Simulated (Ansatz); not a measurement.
In doubt: one-shot GW on d or f shells is unsure, so the values of those runs are not to be relied on; masses and optical values from hybrid runs of this build are listed as unsure (in some of the runs), which bears on the screening that GW takes from such a start.

Two G0W0 runs on Rb2ScCuF6 (Fm-3m).

```cif
data_structure
_symmetry_space_group_name_H-M 'P 1'
_symmetry_Int_Tables_number 1
_cell_length_a 6.1275
_cell_length_b 6.1275
_cell_length_c 6.1275
_cell_angle_alpha 60.000
_cell_angle_beta 60.000
_cell_angle_gamma 60.000
_cell_volume 162.68
loop_
_atom_site_label
_atom_site_type_symbol
_atom_site_fract_x
_atom_site_fract_y
_atom_site_fract_z
_atom_site_occupancy
Rb1 Rb 0.75000 0.75000 0.75000 1
Rb2 Rb 0.25000 0.25000 0.25000 1
Sc3 Sc 0.00000 0.00000 0.00000 1
Cu4 Cu 0.50000 0.50000 0.50000 1
F5 F 0.76414 0.23586 0.23586 1
F6 F 0.23586 0.23586 0.76414 1
F7 F 0.23586 0.76414 0.76414 1
F8 F 0.23586 0.76414 0.23586 1
F9 F 0.76414 0.23586 0.76414 1
F10 F 0.76414 0.76414 0.23586 1
```

The cell and positions are those that the Materials Project relaxed with its own functionals (PBE, PBE+U or r2SCAN), kept fixed.

The first (Ansatz 0.2.0; start PBE, 4×4×4 mesh, 892 empty bands, screening to 180 eV, plasmon pole, PAW set soft_1 files; 1 × NVIDIA H100 80GB HBM3 (shared by 6 runs) with 2 threads of AMD EPYC 7R13 (Zen 3), shared host) gave, on its mesh: starting gap 1.47 eV, G0W0 gap 4.06 eV, RPA ε∞ (mean) 2.56, 88 s.

Q: The second changes start from PBE to PBE0 and frequency model from plasmon pole to contour deformation. What does it give?

It gave: starting gap 4.53 eV, G0W0 gap 5.55 eV, RPA ε∞ (mean) 2.02, 2.1 min. The G0W0 gap moves by +1.50 eV, +3.06 eV from the start and −1.57 eV from the correction. Σc changes by −1.59 eV at the valence top and +0.47 eV at the conduction bottom, and Σx − Vxc between them by −3.63 eV.

Limits: not at the basis limit; d shell near the gap, gap tends to lie low; no spin-orbit coupling.

[Paths, hosts, dates, memory and timing lines, banners, echoed tables and standing remarks are left out of the program output.]

[Logs are printed without paths, hosts, clocks, repeated set-up lines and the standing remarks that a program may print on its own settings, such as how far it seeks lower states.]

[Runs of the session that timed out or met a known fault of the program may be left out.]

[Cells called generated may have been cut or substituted from an entry of the Crystallography Open Database or the Materials Project.]

[Hosts, paths, dates, database ids (printed as entryN), source tags and the programs' standing remarks are cut or masked in the printed files.]
